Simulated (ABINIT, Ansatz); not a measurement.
# HfCdS3 (Pm-3m): zone-centre phonons, part 4 of 5

Aim: the zone-centre modes of HfCdS3 (Pm-3m).

ABINIT 10.8.3; DFT PBE, scalar-relativistic, plane waves, SPMS norm-conserving pseudopotentials.

So far, highest optical zone-centre mode (no LO-TO term) (cm⁻¹): step 5 (zone-centre analysis) 332. The relaxed cell has a = 4.954 Å (conventional setting).

The structure was built from a prototype and need not be the compound's stable phase.

## Step 6: Sum rules set otherwise (asr 0)

Without the rule the raw error of the acoustic modes shows.

Input file anaddb.abi:

```
ddb_filepath "gamma_DDB"
output_file "anaddb.abo"
outdata_prefix "anaddb"
asr 0
chneut 0
enunit 2
eivec 1
nph1l 1
qph1l 0.0 0.0 0.0 1.0
```

Input file mrgddb.in:

```
gamma_DDB
merged
2
dfpt_gammao_DDB
gso_DDB
```

The run is started by

```sh
> mrgddb < mrgddb.in > mrgddb.log
> OMP_NUM_THREADS=1 anaddb anaddb.abi > anaddb.log
```

anaddb.abo, the main output file:

```text
-outvars_anaddb: echo values of input variables ----------------------

 Miscellaneous information :
      enunit         2
       eivec         1
      chneut         0
 First list of wavevector (reduced coord.) :
       nph1l         1
       qph1l
                     0.00000000E+00  0.00000000E+00  0.00000000E+00    1.000E+00

================================================================================

 read the DDB information and perform some checks

  ==== Info on the Cryst% object ====
 Real(R)+Recip(G) space primitive vectors, cartesian coordinates (Bohr,Bohr^-1):
 R(1)=  9.3620227  0.0000000  0.0000000  G(1)=  0.1068145  0.0000000  0.0000000
 R(2)=  0.0000000  9.3620227  0.0000000  G(2)=  0.0000000  0.1068145  0.0000000
 R(3)=  0.0000000  0.0000000  9.3620227  G(3)=  0.0000000  0.0000000  0.1068145
 Unit cell volume ucvol=  8.2055759E+02 bohr^3
 Angles (23,13,12)=  9.00000000E+01  9.00000000E+01  9.00000000E+01 degrees
 Time-reversal symmetry is present
 Reduced atomic positions [iatom, xred, symbol]:
    1)    0.0000000  0.0000000  0.0000000  Cd
    2)    0.5000000  0.5000000  0.5000000  Hf
    3)    0.5000000  0.5000000  0.0000000   S
    4)    0.5000000  0.0000000  0.5000000   S
    5)    0.0000000  0.5000000  0.5000000   S

 DDB file with 3 blocks has been read.

================================================================================

 Treat the first list of vectors

  Phonon wavevector (reduced coordinates) :  0.00000  0.00000  0.00000
 Phonon energies in Hartree :
  -5.623489E-04 -5.623489E-04 -5.623489E-04 -4.647735E-04 -4.647735E-04
  -4.647735E-04 -1.269702E-04 -1.269702E-04 -1.269702E-04 -3.592899E-05
  -3.592899E-05 -3.592899E-05  1.514195E-03  1.514195E-03  1.514195E-03
 Phonon energies in meV     :
- -1.530229E+01 -1.530229E+01 -1.530229E+01 -1.264713E+01 -1.264713E+01
- -1.264713E+01 -3.455036E+00 -3.455036E+00 -3.455036E+00 -9.776775E-01
- -9.776775E-01 -9.776775E-01  4.120335E+01  4.120335E+01  4.120335E+01
 Phonon frequencies in cm-1    :
- -1.234213E+02 -1.234213E+02 -1.234213E+02 -1.020060E+02 -1.020060E+02
- -1.020060E+02 -2.786674E+01 -2.786674E+01 -2.786674E+01 -7.885501E+00
- -7.885501E+00 -7.885501E+00  3.323275E+02  3.323275E+02  3.323275E+02
 Phonon frequencies in Thz     :
- -3.700078E+00 -3.700078E+00 -3.700078E+00 -3.058063E+00 -3.058063E+00
- -3.058063E+00 -8.354240E-01 -8.354240E-01 -8.354240E-01 -2.364014E-01
- -2.364014E-01 -2.364014E-01  9.962927E+00  9.962927E+00  9.962927E+00
 Phonon energies in Kelvin  :
- -1.775758E+02 -1.775758E+02 -1.775758E+02 -1.467639E+02 -1.467639E+02
- -1.467639E+02 -4.009403E+01 -4.009403E+01 -4.009403E+01 -1.134548E+01
- -1.134548E+01 -1.134548E+01  4.781451E+02  4.781451E+02  4.781451E+02

 Eigendisplacements
 (will be given, for each mode : in cartesian coordinates
   for each atom the real part of the displacement vector,
   then the imaginary part of the displacement vector - absolute values smaller than 1.0d-7 are set to zero)
  Mode number    1   Energy   -5.623489E-04
 Attention : low frequency mode.
   (Could be unstable or acoustic mode)
-  1  0.00000000E+00  0.00000000E+00  0.00000000E+00
-     0.00000000E+00  0.00000000E+00  0.00000000E+00
-  2  0.00000000E+00  0.00000000E+00  0.00000000E+00
-     0.00000000E+00  0.00000000E+00  0.00000000E+00
-  3  0.00000000E+00  0.00000000E+00  0.00000000E+00
-     0.00000000E+00  0.00000000E+00  0.00000000E+00
-  4  0.00000000E+00  0.00000000E+00 -2.92470830E-03
-     0.00000000E+00  0.00000000E+00  0.00000000E+00
-  5  0.00000000E+00  0.00000000E+00  2.92470830E-03
-     0.00000000E+00  0.00000000E+00  0.00000000E+00
  Mode number    2   Energy   -5.623489E-04
 Attention : low frequency mode.
   (Could be unstable or acoustic mode)
-  1  0.00000000E+00  0.00000000E+00  0.00000000E+00
-     0.00000000E+00  0.00000000E+00  0.00000000E+00
-  2  0.00000000E+00  0.00000000E+00  0.00000000E+00
-     0.00000000E+00  0.00000000E+00  0.00000000E+00
-  3  0.00000000E+00  2.92470830E-03  0.00000000E+00
-     0.00000000E+00  0.00000000E+00  0.00000000E+00
-  4  0.00000000E+00  0.00000000E+00  0.00000000E+00
-     0.00000000E+00  0.00000000E+00  0.00000000E+00
-  5  0.00000000E+00 -2.92470830E-03  0.00000000E+00
-     0.00000000E+00  0.00000000E+00  0.00000000E+00
  Mode number    3   Energy   -5.623489E-04
 Attention : low frequency mode.
   (Could be unstable or acoustic mode)
-  1  0.00000000E+00  0.00000000E+00  0.00000000E+00
-     0.00000000E+00  0.00000000E+00  0.00000000E+00
-  2  0.00000000E+00  0.00000000E+00  0.00000000E+00
-     0.00000000E+00  0.00000000E+00  0.00000000E+00
-  3  2.92470830E-03  0.00000000E+00  0.00000000E+00
-     0.00000000E+00  0.00000000E+00  0.00000000E+00
-  4 -2.92470830E-03  0.00000000E+00  0.00000000E+00
-     0.00000000E+00  0.00000000E+00  0.00000000E+00
-  5  0.00000000E+00  0.00000000E+00  0.00000000E+00
-     0.00000000E+00  0.00000000E+00  0.00000000E+00
  Mode number    4   Energy   -4.647735E-04
 Attention : low frequency mode.
   (Could be unstable or acoustic mode)
-  1  0.00000000E+00  0.00000000E+00  1.27096708E-03
-     0.00000000E+00  0.00000000E+00  0.00000000E+00
-  2  0.00000000E+00  0.00000000E+00  1.97867190E-04
-     0.00000000E+00  0.00000000E+00  0.00000000E+00
-  3  0.00000000E+00  0.00000000E+00 -8.62501064E-04
-     0.00000000E+00  0.00000000E+00  0.00000000E+00
-  4  0.00000000E+00  0.00000000E+00 -2.28945202E-03
-     0.00000000E+00  0.00000000E+00  0.00000000E+00
-  5  0.00000000E+00  0.00000000E+00 -2.28945202E-03
-     0.00000000E+00  0.00000000E+00  0.00000000E+00
  Mode number    5   Energy   -4.647735E-04
 Attention : low frequency mode.
   (Could be unstable or acoustic mode)
-  1  0.00000000E+00 -1.27096708E-03  0.00000000E+00
-     0.00000000E+00  0.00000000E+00  0.00000000E+00
-  2  0.00000000E+00 -1.97867190E-04  0.00000000E+00
-     0.00000000E+00  0.00000000E+00  0.00000000E+00
-  3  0.00000000E+00  2.28945202E-03  0.00000000E+00
-     0.00000000E+00  0.00000000E+00  0.00000000E+00
-  4  0.00000000E+00  8.62501064E-04  0.00000000E+00
-     0.00000000E+00  0.00000000E+00  0.00000000E+00
-  5  0.00000000E+00  2.28945202E-03  0.00000000E+00
-     0.00000000E+00  0.00000000E+00  0.00000000E+00
  Mode number    6   Energy   -4.647735E-04
 Attention : low frequency mode.
   (Could be unstable or acoustic mode)
-  1  1.27096708E-03  0.00000000E+00  0.00000000E+00
-     0.00000000E+00  0.00000000E+00  0.00000000E+00
-  2  1.97867190E-04  0.00000000E+00  0.00000000E+00
-     0.00000000E+00  0.00000000E+00  0.00000000E+00
-  3 -2.28945202E-03  0.00000000E+00  0.00000000E+00
-     0.00000000E+00  0.00000000E+00  0.00000000E+00
-  4 -2.28945202E-03  0.00000000E+00  0.00000000E+00
-     0.00000000E+00  0.00000000E+00  0.00000000E+00
-  5 -8.62501064E-04  0.00000000E+00  0.00000000E+00
-     0.00000000E+00  0.00000000E+00  0.00000000E+00
  Mode number    7   Energy   -1.269702E-04
 Attention : low frequency mode.
   (Could be unstable or acoustic mode)
-  1  0.00000000E+00  0.00000000E+00 -1.49258791E-03
-     0.00000000E+00  0.00000000E+00  0.00000000E+00
-  2  0.00000000E+00  0.00000000E+00  1.06575166E-03
-     0.00000000E+00  0.00000000E+00  0.00000000E+00
-  3  0.00000000E+00  0.00000000E+00  1.12270552E-04
-     0.00000000E+00  0.00000000E+00  0.00000000E+00
-  4  0.00000000E+00  0.00000000E+00 -1.21716345E-03
-     0.00000000E+00  0.00000000E+00  0.00000000E+00
-  5  0.00000000E+00  0.00000000E+00 -1.21716345E-03
-     0.00000000E+00  0.00000000E+00  0.00000000E+00
  Mode number    8   Energy   -1.269702E-04
 Attention : low frequency mode.
   (Could be unstable or acoustic mode)
-  1  0.00000000E+00  1.49258791E-03  0.00000000E+00
-     0.00000000E+00  0.00000000E+00  0.00000000E+00
-  2  0.00000000E+00 -1.06575166E-03  0.00000000E+00
-     0.00000000E+00  0.00000000E+00  0.00000000E+00
-  3  0.00000000E+00  1.21716345E-03  0.00000000E+00
-     0.00000000E+00  0.00000000E+00  0.00000000E+00
-  4  0.00000000E+00 -1.12270552E-04  0.00000000E+00
-     0.00000000E+00  0.00000000E+00  0.00000000E+00
-  5  0.00000000E+00  1.21716345E-03  0.00000000E+00
-     0.00000000E+00  0.00000000E+00  0.00000000E+00
  Mode number    9   Energy   -1.269702E-04
 Attention : low frequency mode.
   (Could be unstable or acoustic mode)
-  1  1.49258791E-03  0.00000000E+00  0.00000000E+00
-     0.00000000E+00  0.00000000E+00  0.00000000E+00
-  2 -1.06575166E-03  0.00000000E+00  0.00000000E+00
-     0.00000000E+00  0.00000000E+00  0.00000000E+00
-  3  1.21716345E-03  0.00000000E+00  0.00000000E+00
-     0.00000000E+00  0.00000000E+00  0.00000000E+00
-  4  1.21716345E-03  0.00000000E+00  0.00000000E+00
-     0.00000000E+00  0.00000000E+00  0.00000000E+00
-  5 -1.12270552E-04  0.00000000E+00  0.00000000E+00
-     0.00000000E+00  0.00000000E+00  0.00000000E+00
  Mode number   10   Energy   -3.592899E-05
 Attention : low frequency mode.
   (Could be unstable or acoustic mode)
-  1  0.00000000E+00  0.00000000E+00  1.01828958E-03
-     0.00000000E+00  0.00000000E+00  0.00000000E+00
-  2  0.00000000E+00  0.00000000E+00  1.31759650E-03
-     0.00000000E+00  0.00000000E+00  0.00000000E+00
-  3  0.00000000E+00  0.00000000E+00  1.21807027E-03
-     0.00000000E+00  0.00000000E+00  0.00000000E+00
-  4  0.00000000E+00  0.00000000E+00  1.07834001E-03
-     0.00000000E+00  0.00000000E+00  0.00000000E+00
-  5  0.00000000E+00  0.00000000E+00  1.07834001E-03
-     0.00000000E+00  0.00000000E+00  0.00000000E+00
  Mode number   11   Energy   -3.592899E-05
 Attention : low frequency mode.
   (Could be unstable or acoustic mode)
-  1  0.00000000E+00  1.01828958E-03  0.00000000E+00
-     0.00000000E+00  0.00000000E+00  0.00000000E+00
-  2  0.00000000E+00  1.31759650E-03  0.00000000E+00
-     0.00000000E+00  0.00000000E+00  0.00000000E+00
-  3  0.00000000E+00  1.07834001E-03  0.00000000E+00
-     0.00000000E+00  0.00000000E+00  0.00000000E+00
-  4  0.00000000E+00  1.21807027E-03  0.00000000E+00
-     0.00000000E+00  0.00000000E+00  0.00000000E+00
-  5  0.00000000E+00  1.07834001E-03  0.00000000E+00
-     0.00000000E+00  0.00000000E+00  0.00000000E+00
  Mode number   12   Energy   -3.592899E-05
 Attention : low frequency mode.
   (Could be unstable or acoustic mode)
-  1  1.01828958E-03  0.00000000E+00  0.00000000E+00
-     0.00000000E+00  0.00000000E+00  0.00000000E+00
-  2  1.31759650E-03  0.00000000E+00  0.00000000E+00
-     0.00000000E+00  0.00000000E+00  0.00000000E+00
-  3  1.07834001E-03  0.00000000E+00  0.00000000E+00
-     0.00000000E+00  0.00000000E+00  0.00000000E+00
-  4  1.07834001E-03  0.00000000E+00  0.00000000E+00
-     0.00000000E+00  0.00000000E+00  0.00000000E+00
-  5  1.21807027E-03  0.00000000E+00  0.00000000E+00
-     0.00000000E+00  0.00000000E+00  0.00000000E+00
  Mode number   13   Energy    1.514195E-03
-  1  0.00000000E+00  0.00000000E+00  6.07799174E-06
-     0.00000000E+00  0.00000000E+00  0.00000000E+00
-  2  0.00000000E+00  0.00000000E+00 -4.03001768E-04
-     0.00000000E+00  0.00000000E+00  0.00000000E+00
-  3  0.00000000E+00  0.00000000E+00  3.85585649E-03
-     0.00000000E+00  0.00000000E+00  0.00000000E+00
-  4  0.00000000E+00  0.00000000E+00 -8.17327380E-04
-     0.00000000E+00  0.00000000E+00  0.00000000E+00
-  5  0.00000000E+00  0.00000000E+00 -8.17327380E-04
-     0.00000000E+00  0.00000000E+00  0.00000000E+00
  Mode number   14   Energy    1.514195E-03
-  1  0.00000000E+00 -6.07799174E-06  0.00000000E+00
-     0.00000000E+00  0.00000000E+00  0.00000000E+00
-  2  0.00000000E+00  4.03001768E-04  0.00000000E+00
-     0.00000000E+00  0.00000000E+00  0.00000000E+00
-  3  0.00000000E+00  8.17327380E-04  0.00000000E+00
-     0.00000000E+00  0.00000000E+00  0.00000000E+00
-  4  0.00000000E+00 -3.85585649E-03  0.00000000E+00
-     0.00000000E+00  0.00000000E+00  0.00000000E+00
-  5  0.00000000E+00  8.17327380E-04  0.00000000E+00
-     0.00000000E+00  0.00000000E+00  0.00000000E+00
  Mode number   15   Energy    1.514195E-03
-  1  6.07799174E-06  0.00000000E+00  0.00000000E+00
-     0.00000000E+00  0.00000000E+00  0.00000000E+00
-  2 -4.03001768E-04  0.00000000E+00  0.00000000E+00
-     0.00000000E+00  0.00000000E+00  0.00000000E+00
-  3 -8.17327380E-04  0.00000000E+00  0.00000000E+00
-     0.00000000E+00  0.00000000E+00  0.00000000E+00
-  4 -8.17327380E-04  0.00000000E+00  0.00000000E+00
-     0.00000000E+00  0.00000000E+00  0.00000000E+00
-  5  3.85585649E-03  0.00000000E+00  0.00000000E+00
-     0.00000000E+00  0.00000000E+00  0.00000000E+00

 Analysis of degeneracies and characters (maximum tolerance=1.00E-06 a.u.)
 For each vibration mode, or group of modes if degenerate,
 the characters are given for each symmetry operation (see the list in the log file).
 Symmetry characters of vibration mode #   1
       degenerate with vibration modes #   2 to    3
  3.0 -3.0 -1.0  1.0 -1.0  1.0 -1.0  1.0 -1.0  1.0  1.0 -1.0 -1.0  1.0  1.0 -1.0
 -0.0  0.0 -0.0  0.0  0.0 -0.0  0.0 -0.0 -1.0  1.0  1.0 -1.0  1.0 -1.0 -1.0  1.0
 -0.0  0.0  0.0 -0.0  0.0 -0.0 -0.0  0.0 -1.0  1.0 -1.0  1.0  1.0 -1.0  1.0 -1.0
 Symmetry characters of vibration mode #   4
       degenerate with vibration modes #   5 to    6
  3.0 -3.0 -1.0  1.0 -1.0  1.0 -1.0  1.0  1.0 -1.0 -1.0  1.0  1.0 -1.0 -1.0  1.0
 -0.0  0.0 -0.0  0.0  0.0 -0.0  0.0 -0.0  1.0 -1.0 -1.0  1.0 -1.0  1.0  1.0 -1.0
 -0.0  0.0  0.0 -0.0  0.0 -0.0 -0.0  0.0  1.0 -1.0  1.0 -1.0 -1.0  1.0 -1.0  1.0
 Symmetry characters of vibration mode #   7
       degenerate with vibration modes #   8 to    9
  3.0 -3.0 -1.0  1.0 -1.0  1.0 -1.0  1.0  1.0 -1.0 -1.0  1.0  1.0 -1.0 -1.0  1.0
  0.0 -0.0  0.0 -0.0 -0.0  0.0 -0.0  0.0  1.0 -1.0 -1.0  1.0 -1.0  1.0  1.0 -1.0
  0.0 -0.0 -0.0  0.0 -0.0  0.0  0.0 -0.0  1.0 -1.0  1.0 -1.0 -1.0  1.0 -1.0  1.0
 Symmetry characters of vibration mode #  10
       degenerate with vibration modes #  11 to   12
  3.0 -3.0 -1.0  1.0 -1.0  1.0 -1.0  1.0  1.0 -1.0 -1.0  1.0  1.0 -1.0 -1.0  1.0
  0.0 -0.0  0.0 -0.0 -0.0  0.0 -0.0  0.0  1.0 -1.0 -1.0  1.0 -1.0  1.0  1.0 -1.0
  0.0 -0.0 -0.0  0.0 -0.0  0.0  0.0 -0.0  1.0 -1.0  1.0 -1.0 -1.0  1.0 -1.0  1.0
 Symmetry characters of vibration mode #  13
       degenerate with vibration modes #  14 to   15
  3.0 -3.0 -1.0  1.0 -1.0  1.0 -1.0  1.0  1.0 -1.0 -1.0  1.0  1.0 -1.0 -1.0  1.0
 -0.0  0.0 -0.0  0.0  0.0 -0.0  0.0 -0.0  1.0 -1.0 -1.0  1.0 -1.0  1.0  1.0 -1.0
 -0.0  0.0  0.0 -0.0  0.0 -0.0 -0.0  0.0  1.0 -1.0  1.0 -1.0 -1.0  1.0 -1.0  1.0
-
```

The job ended after 0.68 s (1 thread of Intel Xeon 6975P-C (Granite Rapids), shared host).

Read from the output:

```
lowest optical zone-centre mode : -123.4 cm⁻¹
```

Zone-centre frequencies as printed; negative means imaginary. Modes:

| mode | frequency (cm⁻¹) |
| --- | --- |
| 1 | -123.4 |
| 2 | -123.4 |
| 3 | -123.4 |
| 4 | -102 |
| 5 | -102 |
| 6 | -102 |
| 7 | -27.87 |
| 8 | -27.87 |
| 9 | -27.87 |
| 10 | -7.89 |
| 11 | -7.89 |
| 12 | -7.89 |
| 13 | 332.3 |
| 14 | 332.3 |
| 15 | 332.3 |

[end of part 4 of 5]

[Host names and launcher messages were left out of these logs when they were recorded.]

[Logs are printed without paths, hosts, clocks, repeated set-up lines and the standing remarks that a program may print on its own settings, such as how far it seeks lower states.]

[Hosts, paths, dates, database ids (printed as entryN), source tags and the programs' standing remarks are cut or masked in the printed files.]
